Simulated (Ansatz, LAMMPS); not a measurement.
# Static equation of state of glassy 96B2O3-4CaO (mol %) (117 atoms)

Density of this cell: 1.99 g/cm³. The cell holds 117 atoms: 46 B, 1 Ca and 70 O. Its edges and angles: a = 10.919 Å, b = 11.109 Å, c = 11.405 Å, α = 88.1°, β = 91.2°, γ = 93.1°. The starting structure: 117 atoms (46 B, 1 Ca, 70 O) placed at random at 1.97 g/cm³, melted at 3000 K for 20 ps at fixed volume with the Buckingham and Coulomb pair potential of Guillot and Sator (Geochim. Cosmochim. Acta 71, 1249 (2007)) with the boron terms of Wang et al. (J. Non-Cryst. Solids 498, 294 (2018)). Quenched from 3000 K to 300 K at 10 K/ps and fixed volume, held 10 ps at zero pressure, then minimised at fixed cell.

Calculated with Ansatz 0.2.0: Kohn-Sham DFT, PBE, PAW (set soft_2), plane waves; cutoff 420 eV, Γ point, fixed occupations. Cell and atoms were relaxed first, to V0 = 11.798 Å³ an atom at a residual P0 = 0.003 GPa. The cell was then scaled evenly, and the atoms were relaxed at each volume.

| volume (Å³/atom) | pressure (GPa) |
| --- | --- |
| 10.618 | ? |
| 11.090 | 1.683 |
| 11.444 | 0.8837 |
| 12.152 | -0.4970 |
| 12.505 | -1.411 |

**Question.** Fit the third-order Birch–Murnaghan equation to the rows given and extrapolate to the withheld row.

Worked fit:

Take the Eulerian strain f = ½[(V0/V)^(2/3) − 1] and the normalised pressure F = (P − P0) / [3f(1 + 2f)^(5/2)]. The third-order Birch–Murnaghan equation is then the line F = B0 + (3/2)B0(B′ − 4) f, so u = f and v = F.

| u = f | v = F (GPa) |
| --- | --- |
| 0.0210564 | 23.9815 |
| 0.0102570 | 27.1976 |
| -0.00975656 | 17.9542 |
| -0.0190506 | 27.2637 |

With n = 4: mean u = 6.2657e-4, mean v = 24.0993, Σ(u − ū)² = 0.0010051, Σ(u − ū)(v − v̄) = 0.028970. Slope b = 0.028970 / 0.0010051 = 28.822; intercept a = v̄ − b ū = 24.081.

So B0 = a = 24.1 GPa and B′ = 4 + 2b/(3a) = 4.80. At the withheld volume f = 0.03638, F = a + b f = 25.13 GPa, and P = P0 + 3f(1 + 2f)^(5/2) F.

Prediction at 10.618: 3.273 GPa. The run gave 3.344 GPa, so the fit is low by 0.071 GPa (2.1 % of the value).

The series isn't one smooth equation of state: even a line fitted to all rows, the withheld one included, misses F by up to 32.4 %, the count of bonds changes along the series, an atom moves over 0.5 Å in some relaxation and a scaled cell ends below the relaxed one in energy. B0 and B′ are then only the numbers of this fit, not moduli of the material. Among the rows given, the largest miss of the fit is at 12.505, by 0.19 GPa (4.1 % of the range of the table).

Limits: Static cells at zero temperature; the cell shape is held. The program notes that the SCF threshold of these relaxations is loose for the stress. The quench rate of 10 K/ps is many orders above laboratory rates, so the cell is likely richer in defects and strain than a real sample. The network of bonds at the start is that of the classical potential that made the cell, and needn't be the one that DFT or experiment would give. Only the Γ point is sampled, in a cell whose shortest periodic width is 11 Å.

[Hosts, paths, dates, database ids (printed as entryN), source tags and the programs' standing remarks are cut or masked in the printed files.]
